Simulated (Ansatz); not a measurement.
# Decaying states in the gap of SrLi2MgH6

Aim: relax a made-up compound, SrLi2MgH6, and see how good a tunnel barrier it would be. It is built by putting Sr for part of the Mg in the LiMgH3 structure of space group R3c, with the volume rescaled by atomic radii. The parent structure comes from the Materials Project.

Calculated with Ansatz 0.2.0; PBEsol DFT, plane waves, PAW files, in the first sound run; inputs show where later runs differ.

Most raw output is cut from this account.

The structure was built from a prototype and need not be the compound's stable phase.

## Step 1: The structure

It takes space group R3 (No. 146, trigonal). Conventional cell: a = 5.197 Å, b = 5.197 Å, c = 13.977 Å, α = 90.00°, β = 90.00°, γ = 120.00°. Nearest to Li lie 3 H at 2.03 Å. Li has 3 H at 2.03 Å nearest. Mg has 6 H at 2.02 to 2.10 Å nearest. Nearest to Sr lie 6 H at 2.02 to 2.10 Å. Nearest to H lie 1 Mg at 2.02 Å and 1 Li at 2.03 Å and 1 Sr at 2.10 Å. Nearest to H lie 1 Sr at 2.02 Å and 1 Li at 2.03 Å and 1 Mg at 2.10 Å. It derives from LiMgH3. Sr for part of the Mg in the LiMgH3 structure of space group R3c. Farther neighbours are not listed.

## Step 2: Cell and atoms at rest

The substituted atoms don't fit the parent's cell, so cell and atoms relax together. A small smearing keeps the run stable in case the gap closes on the way.

input.yaml reads:

```yaml
crystal:
  lattice:
    - [2.5987430293, 1.5003849875, 4.6590887451]
    - [-2.5987430293, 1.5003849875, 4.6590887451]
    - [0.0, -3.0007699751, 4.6590887451]
  atoms:
    - { symbol: Li, position: [0.71076417, 0.71076417, 0.71076417] }
    - { symbol: Li, position: [0.21076417, 0.21076417, 0.21076417] }
    - { symbol: Mg, position: [0.00167999, 0.00167999, 0.00167999] }
    - { symbol: Sr, position: [0.50167999, 0.50167999, 0.50167999] }
    - { symbol: H, position: [0.61082618, 0.29878364, 0.89814702] }
    - { symbol: H, position: [0.89814702, 0.61082618, 0.29878364] }
    - { symbol: H, position: [0.29878364, 0.89814702, 0.61082618] }
    - { symbol: H, position: [0.39814702, 0.79878364, 0.11082618] }
    - { symbol: H, position: [0.79878364, 0.11082618, 0.39814702] }
    - { symbol: H, position: [0.11082618, 0.39814702, 0.79878364] }
kpoints:
  mp_grid: { grid: [6, 6, 6] }
scf:
  occupations: { method: gaussian, width: 0.03 }
hamiltonian:
  xc: pbesol
output:
  forces: true
  stress: true
relax:
  f_tol: 0.02
  max_steps: 60
  cell: {}
```

Command:

```
$ ansatz run input.yaml --threads 2 --pin off --max-ram 4096MiB --backend cpu --events-out ev --progress --plain --runs-dir out
```

The job ended after 52 s (2 threads of Arm Neoverse V1, shared host; peak memory 0.4 GiB; 1.7 min of CPU time).

Relaxation path:

| step | energy less that of the first step (eV) | largest force component (eV/Å) | pressure (GPa) | volume (Å³) |
| --- | --- | --- | --- | --- |
| 1 | 0.0000 | 1.8696 | 6.55 | 109.00 |
| 2 | -1.3458 | 0.7202 | 0.72 | 114.86 |
| 3 | -1.7227 | 0.3761 | -0.53 | 112.08 |
| 4 | -1.9491 | 0.2368 | -0.47 | 104.21 |
| 5 | -1.9135 | 0.4063 | 0.12 | 101.22 |
| 6 | -1.9704 | 0.1310 | 0.02 | 101.82 |
| 7 | -1.9764 | 0.0360 | 0.02 | 101.85 |
| 8 | -1.9771 | 0.0130 | 0.00 | 101.86 |
| 9* | -1.9737 | 0.0130 | -0.03 | 101.86 |

Relaxation steps marked * repeat the geometry before them on a plane-wave basis chosen anew for their cell, so energy and pressure can jump there. Relaxation step 5 was tried and not accepted.

The run keeps the 3 symmetry operations that it works with, so distortions that break them were not tested.

| conventional cell, symmetrised | before | after | change |
| --- | --- | --- | --- |
| a (Å) | 5.197 | 5.148 | -0.9 % |
| b (Å) | 5.197 | 5.148 | -0.9 % |
| c (Å) | 13.977 | 13.314 | -4.7 % |
| volume (Å³/atom) | 10.90 | 10.19 | -6.5 % |

The atoms that moved most (Å, as changes of fractional coordinates times the final cell):

| atom | dx | dy | dz | length |
| --- | --- | --- | --- | --- |
| H9 | 0.560 | -0.078 | 0.065 | 0.569 |
| H10 | -0.347 | -0.446 | 0.065 | 0.569 |
| H8 | -0.213 | 0.524 | 0.065 | 0.569 |
| Sr4 | 0.000 | 0.000 | -0.554 | 0.554 |
| H7 | -0.105 | 0.190 | 0.188 | 0.287 |
| H5 | -0.112 | -0.186 | 0.188 | 0.287 |
| H6 | 0.217 | -0.004 | 0.188 | 0.287 |
| Li1 | 0.000 | 0.000 | -0.147 | 0.147 |

This step gave:

```yaml
free_energy: -5907.8211 eV
fermi_energy: 4.961 eV
pressure: -0.02803 GPa
```

The largest force component on a free atom ends at 0.013 eV/Å.

## Step 3: The bulk crystal and its band edges

The energy window and the wavevectors of the next steps follow from the band edges, so these are searched first, off the mesh as well.

input.yaml reads:

```yaml
crystal:
  lattice:
    - [2.5740897032, 1.486151383, 4.4379397978]
    - [-2.5740897032, 1.486151383, 4.4379397978]
    - [0.0, -2.9723027661, 4.4379397977]
  atoms:
    - { symbol: Li, position: [0.6997428266, 0.6997428266, 0.6997428266] }
    - { symbol: Li, position: [0.2087176615, 0.2087176615, 0.2087176615] }
    - { symbol: Mg, position: [-0.0005432265, -0.0005432265, -0.0005432265] }
    - { symbol: Sr, position: [0.4600377202, 0.4600377202, 0.4600377202] }
    - { symbol: H, position: [0.58230363, 0.3137600612, 0.9540595144] }
    - { symbol: H, position: [0.9540595144, 0.58230363, 0.3137600612] }
    - { symbol: H, position: [0.3137600612, 0.9540595144, 0.58230363] }
    - { symbol: H, position: [0.4204427879, 0.9036357812, -0.0017547566] }
    - { symbol: H, position: [0.9036357812, -0.0017547566, 0.4204427879] }
    - { symbol: H, position: [-0.0017547566, 0.4204427879, 0.9036357812] }
kpoints:
  mp_grid: { grid: [6, 6, 6] }
  band_path: { path: [VBM, CBM], npoints: 30 }
scf:
  occupations: { method: fixed }
hamiltonian:
  xc: pbesol
output:
  eigenvalues: true
  write_potential: true
  write_density: true
  volumetric_format: npy
  elf: true
```

The job ended after 40 s (2 threads; peak memory 0.36 GiB; 78 s of CPU time).

This step gave:

```
Fermi energy        : 3.370 eV
gap on the k-mesh   : 3.183 eV
gap on path         : 3.142 eV, by band count; negative where bands overlap
direct gap on path  : 3.304 eV
edge places on path : 0, 0.9312 1/A along the path
```

Electronic bands along the path, in eV, zero at the Fermi level (highest filled level under fixed occupations); v1 is the highest filled band, c1 the lowest empty one:

| point | v4 | v3 | v2 | v1 | c1 | c2 | c3 | c4 |
| --- | --- | --- | --- | --- | --- | --- | --- | --- |
| VBM | -2.57 | -2.33 | -1.58 | 0.01 | 3.44 | 4.52 | 4.92 | 5.33 |
| halfway | -2.52 | -1.85 | -1.31 | -0.22 | 3.28 | 4.37 | 4.67 | 5.40 |
| CBM | -2.65 | -2.31 | -1.42 | -0.16 | 3.15 | 4.64 | 4.83 | 5.25 |

Electrostatic potential energy in the ac plane of the conventional cell at fractional y = 0.000, with atoms of Li and Mg and Sr and H within 0.2 Å of it. With pseudopotentials it is smooth inside the atoms' cores, unlike the true potential.

Values in eV, 24 rows by 14 columns, each cell a mean:
```
-44 -27  -4   4   6   7   7   6   7   7   5   1 -15 -40
 -5   0   3   5   6   6   6   5   6   6   6   5   2  -3
  5   5   5   3   4   5   5   4   5   6   7   7   6   5
 -2   2   5   6   6   6   5   5   5   6   7   6   4  -1
-28 -13   2   6   7   7   6   6   7   7   7   4  -5 -23
-22 -10   3   6   7   7   7   7   7   5   5   4  -3 -18
  2   4   6   7   7   7   7   6   0 -27 -17   4   5   3
  6   6   7   7   7   6   6   6   4  -3   0   6   6   6
  1   2   4   6   7   6   6   6   7   7   6   5   3   1
-31 -19  -4   3   6   4  -2   3   7   6   4   0 -11 -27
-51 -50 -20   0   4  -7 -34  -9   6   6   2  -8 -41 -51
-51 -47 -17   0   5   5   2   5   7   6   3  -7 -36 -51
-20 -10  -1   4   6   7   8   8   8   7   5   1  -5 -16
  2   4   5   6   7   7   7   7   7   4   5   6   4   3
  5   5   7   7   7   7   7   6  -1 -27 -13   5   6   5
 -8  -1   5   7   7   7   6   6   4  -2   1   5   2  -6
-30 -15   1   6   7   6   6   5   6   7   6   4  -7 -25
-16  -6   4   6   6   6   5   5   6   6   7   5   0 -12
  5   6   6   5   4   5   5   4   5   6   7   7   6   5
  8   8   8   7   6   5   5   4   5   6   7   8   8   8
  7   7   8   8   7   6   5   5   6   7   8   8   8   7
  3   4   6   7   7   7   7   6   4   4   7   7   5   4
-17  -7   1   5   7   8   7   4 -23 -30   1   3  -3 -13
-50 -37  -7   3   6   7   7   6  -2  -4   3  -1 -21 -48
```
Columns run along a (5.1 Å; values clipped at the 3rd and 97th percentile), rows up along c (13.3 Å), edges of the conventional cell, whose origin can differ from the input's. Atoms in or near the plane, at fractional coordinates: Li at (0.00, 0.30), Li at (0.00, 0.79), Mg at (0.00, 0.00), Sr at (0.00, 0.54), H at (0.66, 0.38), H at (0.64, 0.05), H at (0.70, 0.72), H at (0.44, 0.56).

ELF in the ac plane of the conventional cell at fractional y = 0.000, with atoms of Li and Mg and Sr and H within 0.2 Å of it. It is the smooth field of the valence electrons, not physical close to the nuclei.

Ten even steps from '0' (0.03) to '9' (1.00), each cell a mean:
```
32033212443013
01698510013310
14899610014531
11587300002210
83022000122017
62000015898515
00000028999940
00000025899830
21002443344211
77315999610267
37726999820585
47613898510586
65200232221146
00000015898510
00000038999940
20000027999711
94023211343118
41388620012103
01799720014310
01577410001210
00011001221100
00000037998510
10000169999611
23000148998223
```
Columns run along a (5.1 Å), rows up along c (13.3 Å), edges of the conventional cell, whose origin can differ from the input's. Atoms in or near the plane, at fractional coordinates: Li at (0.00, 0.30), Li at (0.00, 0.79), Mg at (0.00, 0.00), Sr at (0.00, 0.54), H at (0.66, 0.38), H at (0.64, 0.05), H at (0.70, 0.72), H at (0.44, 0.56).

Valence density in the ac plane of the conventional cell at fractional y = 0.000, with atoms of Li and Mg and Sr and H within 0.2 Å of it. It is the smooth field of the valence electrons, not physical close to the nuclei.

Ten steps, logarithmic in the rise over the least value, from '_' (0 e/Å³) to '@' (19 e/Å³), each cell a mean:
```
%%++..__________________--##
............____________....
__....::::..__________....__
..........________________..
##==____________________::**
**--____________..........++
______________..::==--..____
______________....::::..____
..____________..__________..
==--::__..::::::..____..--==
++++==....--==--..____::++++
++++--......::..______::==++
----..________________..::--
________________........____
______________..::==--..____
--..__________..::::::..__::
##==____________________::**
++::__......____________..==
____....::....______________
______......________________
____________________________
______________....::..______
==..__________::--==::....--
@@##..________..::::::..==@@
```
Columns run along a (5.1 Å), rows up along c (13.3 Å), edges of the conventional cell, whose origin can differ from the input's. Atoms in or near the plane, at fractional coordinates: Li at (0.00, 0.30), Li at (0.00, 0.79), Mg at (0.00, 0.00), Sr at (0.00, 0.54), H at (0.66, 0.38), H at (0.64, 0.05), H at (0.70, 0.72), H at (0.44, 0.56).

The searched edges give 3.14 eV, under the 3.18 eV of the mesh, which misses an edge.

## Step 4: Decaying states in the gap

This step: PBEsol DFT, plane waves, PAW files; complex bands by layer matching along the plane's normal (Ansatz 0.2.0).

The same crystal is laid in a cell whose first two vectors span the (001) plane (indices of the standard conventional cell, whose axes can be ordered otherwise than in the bulk input). At fixed energy and wavevector in the plane the solver finds all kz, real and complex. A few wavevectors are listed, (0, 0), (0.4219, -0.0781) and (0.0781, -0.5) in units of the plane's reciprocal vectors; the slowest state needn't be among them.

input.yaml reads:

```yaml
crystal:
  lattice:
    - [5.148179406, 0.0, 0.0]
    - [2.574089703, 4.458454149, 0.0]
    - [2.574089703, -1.486151383, 4.437939798]
  atoms:
    - { symbol: Li, position: [0.3994856532, 0.3002571734, 0.9007715202] }
    - { symbol: Li, position: [0.417435323, 0.7912823385, 0.3738470155] }
    - { symbol: Mg, position: [0.998913547, 0.0005432265, 0.0016296795] }
    - { symbol: Sr, position: [0.9200754404, 0.5399622798, 0.6198868394] }
    - { symbol: H, position: [0.8960636912, 0.6862399388, 0.1498767944] }
    - { symbol: H, position: [0.5363631444, 0.41769637, 0.1498767944] }
    - { symbol: H, position: [0.2678195756, 0.0459404856, 0.1498767944] }
    - { symbol: H, position: [0.3240785691, 0.0963642188, 0.6776761875] }
    - { symbol: H, position: [0.9018810246, 0.0017547566, 0.6776761875] }
    - { symbol: H, position: [0.4186880313, 0.5795572121, 0.6776761875] }
kpoints:
  mp_grid: { grid: [6, 6, 6] }
scf:
  occupations: { method: fixed }
hamiltonian:
  xc: pbesol
output:
  eigenvalues: true
  transmission:
    leads: [[0, 0]]
    kpoints: [[0.0, 0.0], [0.4219, -0.0781], [0.0781, -0.5]]
    e_range: [-1.0, 4.14]
    de: 0.13
```

It took 41 s on 2 threads; peak memory 0.55 GiB; 60 s of CPU time.

This step gave:

| Property | Result |
| --- | --- |
| level to which the leads are filled | 1.592 eV from the Fermi level |
| decay constant at the filling level, zone centre | 0.4306 Å⁻¹ |
| decay constant at the filling level, slowest listed point | 0.3282 Å⁻¹ |

K parallel (0, 0); values up to 1.5 1/Å, a degenerate pair printed once or twice; energies at which all values exceed this have no row. Im kz of the slowest decaying states against energy, zero at the highest filled level on the SCF mesh:

| energy (eV) | decay 1 (Å⁻¹) | decay 2 (Å⁻¹) | decay 3 (Å⁻¹) | decay 4 (Å⁻¹) |
| --- | --- | --- | --- | --- |
| -1.00 | 0.437 | 0.736 | 1.13 | 1.18 |
| -0.74 | 0.467 | 0.721 | 1.12 | 1.16 |
| -0.48 | 0.492 | 0.703 | 1.10 | 1.15 |
| -0.22 | 0.514 | 0.682 | 1.09 | 1.14 |
| 0.04 | 0.0862 | 0.534 | 0.658 | 1.07 |
| 0.30 | 0.234 | 0.552 | 0.630 | 1.06 |
| 0.56 | 0.314 | 0.569 | 0.597 | 1.05 |
| 0.82 | 0.379 | 0.555 | 0.585 | 1.04 |
| 1.08 | 0.449 | 0.494 | 0.601 | 1.04 |
| 1.34 | 0.444 | 0.495 | 0.618 | 1.05 |
| 1.60 | 0.431 | 0.496 | 0.637 | 0.988 |
| 1.73 | 0.422 | 0.495 | 0.648 | 0.946 |
| 1.99 | 0.402 | 0.490 | 0.672 | 0.851 |
| 2.25 | 0.376 | 0.482 | 0.693 | 0.756 |
| 2.51 | 0.344 | 0.471 | 0.668 | 0.705 |
| 2.77 | 0.302 | 0.458 | 0.586 | 0.704 |
| 3.03 | 0.244 | 0.442 | 0.503 | 0.693 |
| 3.29 | 0.149 | 0.413 | 0.426 | 0.675 |
| 3.55 | 0.302 | 0.411 | 0.652 | 1.34 |
| 3.81 | 0.0919 | 0.400 | 0.625 | 1.31 |
| 4.07 | 0.0811 | 0.391 | 0.594 | 1.28 |

K parallel (0.4219, -0.0781); values up to 1.5 1/Å, a degenerate pair printed once or twice; energies at which all values exceed this have no row. Im kz of the slowest decaying states against energy, zero at the highest filled level on the SCF mesh:

| energy (eV) | decay 1 (Å⁻¹) | decay 2 (Å⁻¹) | decay 3 (Å⁻¹) | decay 4 (Å⁻¹) |
| --- | --- | --- | --- | --- |
| -1.00 | 0.0504 | 0.193 | 0.562 | 1.03 |
| -0.61 | 0.198 | 0.303 | 0.482 | 1.02 |
| -0.22 | 0.306 | 0.363 | 0.401 | 1.00 |
| 0.04 | 0.142 | 0.319 | 0.342 | 0.386 |
| 0.43 | 0.296 | 0.332 | 0.373 | 0.405 |
| 0.82 | 0.326 | 0.351 | 0.387 | 0.410 |
| 1.21 | 0.334 | 0.356 | 0.389 | 0.405 |
| 1.60 | 0.328 | 0.350 | 0.381 | 0.391 |
| 1.86 | 0.318 | 0.341 | 0.370 | 0.376 |
| 2.25 | 0.291 | 0.319 | 0.347 | 0.347 |
| 2.64 | 0.244 | 0.283 | 0.305 | 0.313 |
| 3.03 | 0.142 | 0.222 | 0.236 | 0.260 |
| 3.29 | 0.131 | 0.151 | 0.199 | 0.640 |
| 3.68 | 0.135 | 0.146 | 0.175 | 0.212 |
| 4.07 | 0.156 | 0.189 | 0.198 | 0.431 |

K parallel (0.0781, -0.5); values up to 1.5 1/Å, a degenerate pair printed once or twice; energies at which all values exceed this have no row. Im kz of the slowest decaying states against energy, zero at the highest filled level on the SCF mesh:

| energy (eV) | decay 1 (Å⁻¹) | decay 2 (Å⁻¹) | decay 3 (Å⁻¹) | decay 4 (Å⁻¹) |
| --- | --- | --- | --- | --- |
| -1.00 | 0.0504 | 0.193 | 0.562 | 1.03 |
| -0.61 | 0.198 | 0.303 | 0.482 | 1.02 |
| -0.22 | 0.306 | 0.363 | 0.401 | 1.00 |
| 0.04 | 0.142 | 0.319 | 0.342 | 0.386 |
| 0.43 | 0.296 | 0.332 | 0.373 | 0.405 |
| 0.82 | 0.326 | 0.351 | 0.387 | 0.410 |
| 1.21 | 0.334 | 0.356 | 0.389 | 0.405 |
| 1.60 | 0.328 | 0.350 | 0.381 | 0.391 |
| 1.86 | 0.318 | 0.341 | 0.370 | 0.376 |
| 2.25 | 0.291 | 0.319 | 0.347 | 0.347 |
| 2.64 | 0.244 | 0.283 | 0.305 | 0.313 |
| 3.03 | 0.142 | 0.222 | 0.236 | 0.260 |
| 3.29 | 0.131 | 0.151 | 0.199 | 0.640 |
| 3.68 | 0.135 | 0.146 | 0.175 | 0.212 |
| 4.07 | 0.156 | 0.189 | 0.198 | 0.431 |

At the listed wavevectors the last open channel is at -0.09 eV and the next at +3.16 eV on the grid. At +1.60 eV, the grid energy nearest the filling level (the middle of the gap on the SCF mesh), the slowest state at the listed wavevectors decays with κ = 0.328 Å⁻¹, its amplitude falling by e over 3.0 Å. Through 1 nm of this crystal that state's transmission falls by exp(−2 × 0.328 Å⁻¹ × 10 Å) = 0.0014.

## Step 5: Summary of results

```json
{"band gap": "3.14 eV", "least decay constant at mid-gap, normal to (001)": "0.328 Å⁻¹"}
```

**Reading.** With PBEsol, the slowest decay at the wavevectors tried is κ = 0.328 Å⁻¹, normal to (001). Through such a film the transmission near mid-gap falls as exp(−2κd), a factor of ten every 3.5 Å. A free electron under a barrier of half the gap would need a mass of 0.26 mₑ to decay at this rate. The slowest decay isn't at the zone centre. The compound is made up by substitution; its stability against other phases and against distortions of the cell's symmetry was not tested. A semilocal functional narrows gaps, so real decay constants are likely larger.

[Logs are printed without paths, hosts, clocks, repeated set-up lines and the standing remarks that a program may print on its own settings, such as how far it seeks lower states.]

[Hosts, paths, dates, database ids (printed as entryN), source tags and the programs' standing remarks are cut or masked in the printed files.]
